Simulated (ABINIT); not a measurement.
# Ca2Si (Fm-3m): G0W0 in ABINIT against the plane-wave cutoff, part 2 of 2

How does the gap of Ca2Si (Fm-3m) converge in the plane-wave cutoff?

ABINIT 10.8.3; LDA and many-body steps on it, plane waves. Known limits of the many-body steps: not at the basis limit; mesh may overstate the screening; coarse k mesh.

So far. Step 5 (Empty states on the mesh, 2×2×2 mesh, 53 bands): On this mesh the gap is 0.509 eV. Step 6 (Screening, 2×2×2 mesh, 49 bands, screening to 106.1 eV): Local fields lower ε∞ by 25 %. On a Γ-centred mesh this coarse the value itself is usually too large, while a short band sum pulls it down.

## (8) Screening, 2×2×2 mesh, 49 bands, screening to 106.1 eV

This step: RPA screening on LDA, plane waves, norm-conserving pseudopotentials.

run.abi

```
acell 3*1.0 Angstrom
rprim 
  -0.000000000000 3.585232820000 3.585232820000
  3.585232820000 -0.000000000000 3.585232820000
  3.585232820000 3.585232820000 -0.000000000000
ntypat 2
znucl 20 14
natom 3
typat 1 1 2
xred 
  0.750000000000 0.750000000000 0.750000000000
  0.250000000000 0.250000000000 0.250000000000
  0.000000000000 0.000000000000 0.000000000000
pp_dirpath "pseudos"
pseudos "Ca.upf, Si.upf"
ecut 24
ngkpt 2 2 2
nshiftk 1
shiftk 0 0 0
kptopt 1
chksymbreak 0
istwfk *1
occopt 1
irdwfk 1
optdriver 3
nband 49
ecuteps 3.9
inclvkb 2
awtr 1
symchi 1
indata_prefix "in"
outdata_prefix "out"
tmpdata_prefix "tmp"
```

Command:

```sh
$ OMP_NUM_THREADS=1 mpirun -n 4 abinit run.abi > log
```

Numbers of over 12 decimals in the logs are rounded to 6 here.

What it wrote:

```text
.Version 10.8.3 of ABINIT. v10.8.2 released Aug 2026.

 Symmetries : space group Fm -3 m (#225); Bravais cF (face-center cubic)
[... echo of the input left out ...]
== DATASET  1 ==================================================================
-   mpi_nproc: 4, omp_nthreads: 1 (-1 if OMP is not activated)

--- !DatasetInfo
iteration_state: {dtset: 1, }
dimensions: {natom: 3, nkpt: 3, mband: 49, nsppol: 1, nspinor: 1, nspden: 1, mpw: 3498, }
cutoff_energies: {ecut:  24.0, pawecutdg:  -1.0, }
electrons: {nelect:   2.40000000E+01, charge:   0.00000000E+00, occopt:   1.00000000E+00, tsmear:   1.00000000E-02, }

 SCREENING: Calculation of the susceptibility and dielectric matrices

 Based on a program developped by R.W. Godby, V. Olevano, G. Onida, and L. Reining.
 Incorporated in ABINIT by V. Olevano, G.-M. Rignanese, and M. Torrent.
.Using double precision arithmetic ; gwpc =  8

[... cell and pseudopotentials left out ...]
--------------------------------------------------------------------------------

 ==== K-mesh for the wavefunctions ====
 Number of points in the irreducible wedge :     3
[... list of points left out ...]
 Together with 48 symmetry operations and time-reversal symmetry
 yields     8 points in the full Brillouin Zone.

 ==== Q-mesh for the screening function ====
 Number of points in the irreducible wedge :     3
[... list of points left out ...]
 Together with 48 symmetry operations and time-reversal symmetry
 yields     8 points in the full Brillouin Zone.

 setmesh: FFT mesh size selected  =    30x   30x   30
          total number of points  =        27000

 vcoul_init : cutoff-mode = AUXILIARY_FUNCTION
 q-points for optical limit:   1
     1)      0.000010    0.000020    0.000030

- screening: taking advantage of time-reversal symmetry
- Maximum band index for partially occupied states nbvw = 12
- Remaining bands to be divided among processors   nbcw = 37
- Number of bands treated by each node ~9

 Number of electrons calculated from density =   24.0000; Expected =   24.0000
 average of density, n =  0.038586
 r_s =    1.8358
 omega_plasma =   18.9484 [eV]

 calculating chi0 at frequencies [eV] :
  1    0.000000E+00    0.000000E+00
  2    0.000000E+00    1.894837E+01

--------------------------------------------------------------------------------
  q-point number  1        q = ( 0.000000, 0.000000, 0.000000) [r.l.u.]
--------------------------------------------------------------------------------
[... chi0 elements left out ...]
 For q-point:  0.000010 0.000020 0.000030
  dielectric constant =  68.2777
  dielectric constant without local fields =  90.6576

  Average fulfillment of the sum rule on Im[epsilon] for q-point    1 :     49.59  [%]
[... wings left out ...]
  q-point number  2        q = ( 0.500000, 0.000000, 0.000000) [r.l.u.]
--------------------------------------------------------------------------------
[... chi0 elements left out ...]
  Average fulfillment of the sum rule on Im[epsilon] for q-point    2 :     58.77  [%]

 [... 1 further q-points ...]
```

Run time: 3.6 s. Hardware: 4 MPI ranks of Arm Neoverse V1, shared host; peak memory 0.46 GiB.

Numbers from this step:

| Item | Value |
| --- | --- |
| ε∞ with local fields, on this mesh, along the program's q direction | 68.28 |
| the same without local fields | 90.66 |
| plasma frequency | 18.95 eV |
| plane waves in the screening matrix | 259 |

## (9) 24 Ha

The self-energy is evaluated for the states that the input lists, and the levels follow from it, in one-shot runs by the linearised quasiparticle equation.

This step: G0W0 on LDA, plane waves, norm-conserving pseudopotentials.

run.abi, as its differences from that of step 8:

```diff
@@ -24,8 +24,17 @@
 irdwfk 1
-optdriver 3
+optdriver 4
 nband 49
+gwcalctyp 0
+ecutsigx 24
+symsigma 1
+nkptgw 2
+kptgw 
+  0.5000000000 0.5000000000 0.0000000000
+  0.0000000000 0.0000000000 0.0000000000
+bdgw 
+  11 14
+  10 15
 ecuteps 3.9
-inclvkb 2
-awtr 1
-symchi 1
+irdscr 1
+ppmodel 1
 indata_prefix "in"
```

What it wrote:

```text
.Version 10.8.3 of ABINIT. v10.8.2 released Aug 2026.

 Symmetries : space group Fm -3 m (#225); Bravais cF (face-center cubic)
[... echo of the input left out ...]
== DATASET  1 ==================================================================
-   mpi_nproc: 4, omp_nthreads: 1 (-1 if OMP is not activated)

--- !DatasetInfo
iteration_state: {dtset: 1, }
dimensions: {natom: 3, nkpt: 3, mband: 49, nsppol: 1, nspinor: 1, nspden: 1, mpw: 3498, }
cutoff_energies: {ecut:  24.0, pawecutdg:  -1.0, }
electrons: {nelect:   2.40000000E+01, charge:   0.00000000E+00, occopt:   1.00000000E+00, tsmear:   1.00000000E-02, }

 SIGMA: Calculation of the GW corrections

 Based on a program developped by R.W. Godby, V. Olevano, G. Onida, and L. Reining.
 Incorporated in ABINIT by V. Olevano, G.-M. Rignanese, and M. Torrent.
.Using double precision arithmetic ; gwpc =  8

[... cell and pseudopotentials left out ...]
--------------------------------------------------------------------------------

 ==== K-mesh for the wavefunctions ====
 Number of points in the irreducible wedge :     3
[... list of points left out ...]
 Together with 48 symmetry operations and time-reversal symmetry
 yields     8 points in the full Brillouin Zone.

 ==== Q-mesh for screening function ====
 Number of points in the irreducible wedge :     3
[... list of points left out ...]
 Together with 48 symmetry operations and time-reversal symmetry
 yields     8 points in the full Brillouin Zone.

 vcoul_init : cutoff-mode = AUXILIARY_FUNCTION
 q-points for optical limit:   1
     1)      0.000010    0.000020    0.000030
 setmesh: FFT mesh size selected  =    45x   45x   45
          total number of points  =        91125

 Number of electrons calculated from density =   24.0000; Expected =   24.0000
[...]
number of omega for Sigma on real axis              0
 max omega for Sigma on real axis  [eV]           0.00
 zcut for avoiding poles [eV]                     0.10

 EPSILON^-1 parameters (SCR file):
 dimension of the eps^-1 matrix on file            259
 dimension of the eps^-1 matrix used               259
 number of plane-waves for wavefunctions          3479
 number of bands                                    49
 number of q-points in IBZ                           3
 number of frequencies                               2
 number of real frequencies                          1
 number of imag frequencies                          1

 matrix elements of self-energy operator (all in [eV])

 Perturbative Calculation

--- !SelfEnergy_ee
iteration_state: {dtset: 1, }
kpoint     : [   0.500,    0.500,    0.000, ]
spin       : 1
KS_gap     :    0.509
QP_gap     :    1.043
Delta_QP_KS:    0.534
data: !SigmaeeData |
     Band     E0 <VxcDFT>   SigX SigC(E0)      Z dSigC/dE  Sig(E)    E-E0       E
       11   3.545  -9.943 -11.418   1.682   0.753  -0.327  -9.787   0.155   3.700
       12   3.545  -9.943 -11.418   1.682   0.753  -0.327  -9.787   0.155   3.700
       13   4.054  -8.142  -3.918  -3.335   0.775  -0.290  -7.453   0.689   4.743
[...]
--- !SelfEnergy_ee
iteration_state: {dtset: 1, }
kpoint     : [   0.000,    0.000,    0.000, ]
spin       : 1
KS_gap     :    2.037
QP_gap     :    2.135
Delta_QP_KS:    0.098
data: !SigmaeeData |
     Band     E0 <VxcDFT>   SigX SigC(E0)      Z dSigC/dE  Sig(E)    E-E0       E
[...]
14   5.311 -11.642  -5.677  -3.921   0.761  -0.314 -10.086   1.556   6.867
       15   5.311 -11.642  -5.677  -3.921   0.761  -0.314 -10.086   1.556   6.867

== END DATASET(S) ==============================================================
================================================================================

 -outvars: echo values of variables after computation  --------
           etotal      0.0000000000E+00
            nband          49
             nkpt           3
          spgroup         225
 [... the other variables as echoed above ...]

 Calculation completed.
```

Run time: 4.1 s. Hardware: 4 MPI ranks; peak memory 0.53 GiB.

Numbers from this step:

- G0W0 gap on the points computed: 1.043 eV
- starting gap on the mesh: 0.5089 eV
- k of the valence top: 0.5, 0.5, 0
- k of the conduction bottom: 0.5, 0.5, 0
- Z at the valence top: 0.753
- Z at the conduction bottom: 0.775
- least direct G0W0 gap on the computed points: 1.043 eV

The gap on the mesh goes from 0.51 eV to 1.04 eV, a correction of +0.53 eV.

## (10) Screening, 2×2×2 mesh, 49 bands, screening to 106.1 eV

This step: RPA screening on LDA, plane waves, norm-conserving pseudopotentials.

run.abi, as its differences from that of step 9:

```diff
@@ -15,3 +15,3 @@
 pseudos "Ca.upf, Si.upf"
-ecut 24
+ecut 30
 ngkpt 2 2 2
@@ -24,17 +24,8 @@
 irdwfk 1
-optdriver 4
+optdriver 3
 nband 49
-gwcalctyp 0
-ecutsigx 24
-symsigma 1
-nkptgw 2
-kptgw 
-  0.5000000000 0.5000000000 0.0000000000
-  0.0000000000 0.0000000000 0.0000000000
-bdgw 
-  11 14
-  10 15
 ecuteps 3.9
-irdscr 1
-ppmodel 1
+inclvkb 2
+awtr 1
+symchi 1
 indata_prefix "in"
```

What it wrote:

```text
.Version 10.8.3 of ABINIT. v10.8.2 released Aug 2026.

 Symmetries : space group Fm -3 m (#225); Bravais cF (face-center cubic)
[... echo of the input left out ...]
== DATASET  1 ==================================================================
-   mpi_nproc: 4, omp_nthreads: 1 (-1 if OMP is not activated)

--- !DatasetInfo
iteration_state: {dtset: 1, }
dimensions: {natom: 3, nkpt: 3, mband: 49, nsppol: 1, nspinor: 1, nspden: 1, mpw: 4910, }
cutoff_energies: {ecut:  30.0, pawecutdg:  -1.0, }
[...]
--------------------------------------------------------------------------------
[... chi0 elements left out ...]
 For q-point:  0.000010 0.000020 0.000030
  dielectric constant =  68.2305
  dielectric constant without local fields =  90.5832

  Average fulfillment of the sum rule on Im[epsilon] for q-point    1 :     49.54  [%]
[... wings left out ...]
  q-point number  2        q = ( 0.500000, 0.000000, 0.000000) [r.l.u.]
--------------------------------------------------------------------------------
[... chi0 elements left out ...]
  Average fulfillment of the sum rule on Im[epsilon] for q-point    2 :     58.71  [%]

 [... 1 further q-points ...]
```

Run time: 3.9 s. Hardware: 4 MPI ranks; peak memory 0.51 GiB; 15 s of CPU time.

Numbers from this step:

```yaml
eps_infinity_with_local_fields_on_this_mesh_along_the_program_s_q_direction: 68.23
the_same_without_local_fields: 90.58
plasma_frequency: 18.95 eV
plane_waves_in_the_screening_matrix: 259
```

## (11) 30 Ha

This step: G0W0 on LDA, plane waves, norm-conserving pseudopotentials.

run.abi, as its differences from that of step 10:

```diff
@@ -24,8 +24,17 @@
 irdwfk 1
-optdriver 3
+optdriver 4
 nband 49
+gwcalctyp 0
+ecutsigx 30
+symsigma 1
+nkptgw 2
+kptgw 
+  0.5000000000 0.5000000000 0.0000000000
+  0.0000000000 0.0000000000 0.0000000000
+bdgw 
+  11 14
+  10 15
 ecuteps 3.9
-inclvkb 2
-awtr 1
-symchi 1
+irdscr 1
+ppmodel 1
 indata_prefix "in"
```

What it wrote:

```text
.Version 10.8.3 of ABINIT. v10.8.2 released Aug 2026.

 Symmetries : space group Fm -3 m (#225); Bravais cF (face-center cubic)
[... echo of the input left out ...]
== DATASET  1 ==================================================================
-   mpi_nproc: 4, omp_nthreads: 1 (-1 if OMP is not activated)

--- !DatasetInfo
iteration_state: {dtset: 1, }
dimensions: {natom: 3, nkpt: 3, mband: 49, nsppol: 1, nspinor: 1, nspden: 1, mpw: 4910, }
cutoff_energies: {ecut:  30.0, pawecutdg:  -1.0, }
[...]
Band     E0 <VxcDFT>   SigX SigC(E0)      Z dSigC/dE  Sig(E)    E-E0       E
[...]
14   5.307 -11.657  -5.687  -3.925   0.761  -0.315 -10.102   1.555   6.862
       15   5.307 -11.657  -5.687  -3.925   0.761  -0.315 -10.102   1.555   6.862

== END DATASET(S) ==============================================================
================================================================================

 -outvars: echo values of variables after computation  --------
           etotal      0.0000000000E+00
            nband          49
             nkpt           3
          spgroup         225
 [... the other variables as echoed above ...]

 Calculation completed.
```

The job ended after 4.3 s (4 MPI ranks; peak memory 0.61 GiB).

Numbers from this step:

- G0W0 gap on the points computed: 1.042 eV
- starting gap on the mesh: 0.5088 eV
- k of the valence top: 0.5, 0.5, 0
- k of the conduction bottom: 0.5, 0.5, 0
- least direct G0W0 gap on the computed points: 1.042 eV

Against the run before, the gap moves by −0.001 eV.

## (12) Screening, 2×2×2 mesh, 49 bands, screening to 106.1 eV

This step: RPA screening on LDA, plane waves, norm-conserving pseudopotentials.

run.abi, as its differences from that of step 11:

```diff
@@ -15,3 +15,3 @@
 pseudos "Ca.upf, Si.upf"
-ecut 30
+ecut 38
 ngkpt 2 2 2
@@ -24,17 +24,8 @@
 irdwfk 1
-optdriver 4
+optdriver 3
 nband 49
-gwcalctyp 0
-ecutsigx 30
-symsigma 1
-nkptgw 2
-kptgw 
-  0.5000000000 0.5000000000 0.0000000000
-  0.0000000000 0.0000000000 0.0000000000
-bdgw 
-  11 14
-  10 15
 ecuteps 3.9
-irdscr 1
-ppmodel 1
+inclvkb 2
+awtr 1
+symchi 1
 indata_prefix "in"
```

What it wrote:

```text
.Version 10.8.3 of ABINIT. v10.8.2 released Aug 2026.

 Symmetries : space group Fm -3 m (#225); Bravais cF (face-center cubic)
[... echo of the input left out ...]
== DATASET  1 ==================================================================
-   mpi_nproc: 4, omp_nthreads: 1 (-1 if OMP is not activated)

--- !DatasetInfo
iteration_state: {dtset: 1, }
dimensions: {natom: 3, nkpt: 3, mband: 49, nsppol: 1, nspinor: 1, nspden: 1, mpw: 6982, }
cutoff_energies: {ecut:  38.0, pawecutdg:  -1.0, }
[...]
--------------------------------------------------------------------------------
[... chi0 elements left out ...]
 For q-point:  0.000010 0.000020 0.000030
  dielectric constant =  68.2259
  dielectric constant without local fields =  90.5759

  Average fulfillment of the sum rule on Im[epsilon] for q-point    1 :     49.54  [%]
[... wings left out ...]
  q-point number  2        q = ( 0.500000, 0.000000, 0.000000) [r.l.u.]
--------------------------------------------------------------------------------
[... chi0 elements left out ...]
  Average fulfillment of the sum rule on Im[epsilon] for q-point    2 :     58.71  [%]

 [... 1 further q-points ...]
```

Run time: 4.9 s. Hardware: 4 MPI ranks; peak memory 0.56 GiB; 19 s of CPU time.

This step gave:

* ε∞ with local fields, on this mesh, along the program's q direction: 68.23
* the same without local fields: 90.58
* plasma frequency: 18.95 eV
* plane waves in the screening matrix: 259

## (13) 38 Ha

This step: G0W0 on LDA, plane waves, norm-conserving pseudopotentials.

run.abi, as its differences from that of step 12:

```diff
@@ -24,8 +24,17 @@
 irdwfk 1
-optdriver 3
+optdriver 4
 nband 49
+gwcalctyp 0
+ecutsigx 38
+symsigma 1
+nkptgw 2
+kptgw 
+  0.5000000000 0.5000000000 0.0000000000
+  0.0000000000 0.0000000000 0.0000000000
+bdgw 
+  11 14
+  10 15
 ecuteps 3.9
-inclvkb 2
-awtr 1
-symchi 1
+irdscr 1
+ppmodel 1
 indata_prefix "in"
```

What it wrote:

```text
.Version 10.8.3 of ABINIT. v10.8.2 released Aug 2026.

 Symmetries : space group Fm -3 m (#225); Bravais cF (face-center cubic)
[... echo of the input left out ...]
== DATASET  1 ==================================================================
-   mpi_nproc: 4, omp_nthreads: 1 (-1 if OMP is not activated)

--- !DatasetInfo
iteration_state: {dtset: 1, }
dimensions: {natom: 3, nkpt: 3, mband: 49, nsppol: 1, nspinor: 1, nspden: 1, mpw: 6982, }
cutoff_energies: {ecut:  38.0, pawecutdg:  -1.0, }
[...]
Band     E0 <VxcDFT>   SigX SigC(E0)      Z dSigC/dE  Sig(E)    E-E0       E
[...]
14   5.307 -11.657  -5.688  -3.925   0.761  -0.315 -10.102   1.555   6.862
       15   5.307 -11.657  -5.688  -3.925   0.761  -0.315 -10.102   1.555   6.862

== END DATASET(S) ==============================================================
================================================================================

 -outvars: echo values of variables after computation  --------
           etotal      0.0000000000E+00
            nband          49
             nkpt           3
          spgroup         225
 [... the other variables as echoed above ...]

 Calculation completed.
```

Run time: 4.8 s. Hardware: 4 MPI ranks; peak memory 0.87 GiB.

Numbers from this step:

* G0W0 gap on the points computed: 1.042 eV
* starting gap on the mesh: 0.5089 eV
* k of the valence top: 0.5, 0.5, 0
* k of the conduction bottom: 0.5, 0.5, 0
* least direct G0W0 gap on the computed points: 1.042 eV

Against the run before, the gap moves by +0.000 eV.

## (14) The runs together

Times are wall times on 4 MPI ranks of Arm Neoverse V1, shared host, good to a factor of about two. A run's time includes the screening step that it read.

| run | mesh | bands | screening cutoff (eV) | DFT gap (eV) | gap on the mesh (eV) | direct (eV) | ε∞ used | time |
| --- | --- | --- | --- | --- | --- | --- | --- | --- |
| 18 Ha | 2×2×2 | 49 | 106.1 | 0.519 | 1.053 | 1.053 | 67.89 | 7.2 s |
| 24 Ha | 2×2×2 | 49 | 106.1 | 0.509 | 1.043 | 1.043 | 68.28 | 7.7 s |
| 30 Ha | 2×2×2 | 49 | 106.1 | 0.509 | 1.042 | 1.042 | 68.23 | 8.2 s |
| 38 Ha | 2×2×2 | 49 | 106.1 | 0.509 | 1.042 | 1.042 | 68.23 | 9.7 s |

## (15) Results

| Item | Value |
| --- | --- |
| 18 Ha | 1.053 eV |
| 24 Ha | 1.043 eV |
| 30 Ha | 1.042 eV |
| 38 Ha | 1.042 eV |
| known limits | not at the basis limit; mesh may overstate the screening; coarse k mesh |

**Reading.** The setting moved: plane-wave cutoff. From 18 Ha to 38 Ha the gap moves by −0.01 eV. It holds to 0.03 eV from 18 Ha on. Bands and screening cutoff are coupled, so a series along one setting does not show full convergence. Bands and cutoff are finite, so the gap is not at the basis limit. The miss can reach some tenths of an eV and take either sign; the mesh is an error of its own. In the first G0W0 run levels were corrected at 2 k points alone, so a gap called «on the mesh» is the least over those, and an edge elsewhere would be missed. The 2×2×2 mesh is coarse for this cell, which bears on the long-range parts of exchange and screening. For the LDA start: The RPA ε∞ on this mesh reaches over 25; with a narrow direct gap a coarse mesh can overstate it, and the correction is then too small.

[Paths, hosts, dates, memory and timing lines, banners, echoed tables and standing remarks are left out of the program output.]

[Logs are printed without paths, hosts, clocks, repeated set-up lines and the standing remarks that a program may print on its own settings, such as how far it seeks lower states.]

[Runs of the session that timed out or met a known fault of the program may be left out.]

[No measured gap is set beside runs whose start may be inverted or whose files or cutoffs have a known fault.]

[Hosts, paths, dates, database ids (printed as entryN), source tags and the programs' standing remarks are cut or masked in the printed files.]

[G0W0 gaps are taken among the corrected bands and points alone; a level outside them can change the order at an edge.]

[Where Ansatz stands beside ABINIT at settings called matched, ABINIT's density can come from a denser mesh and the files from another edition; pairs whose starting gaps differed by over 0.03 eV were left out, so agreement reads better than it is.]
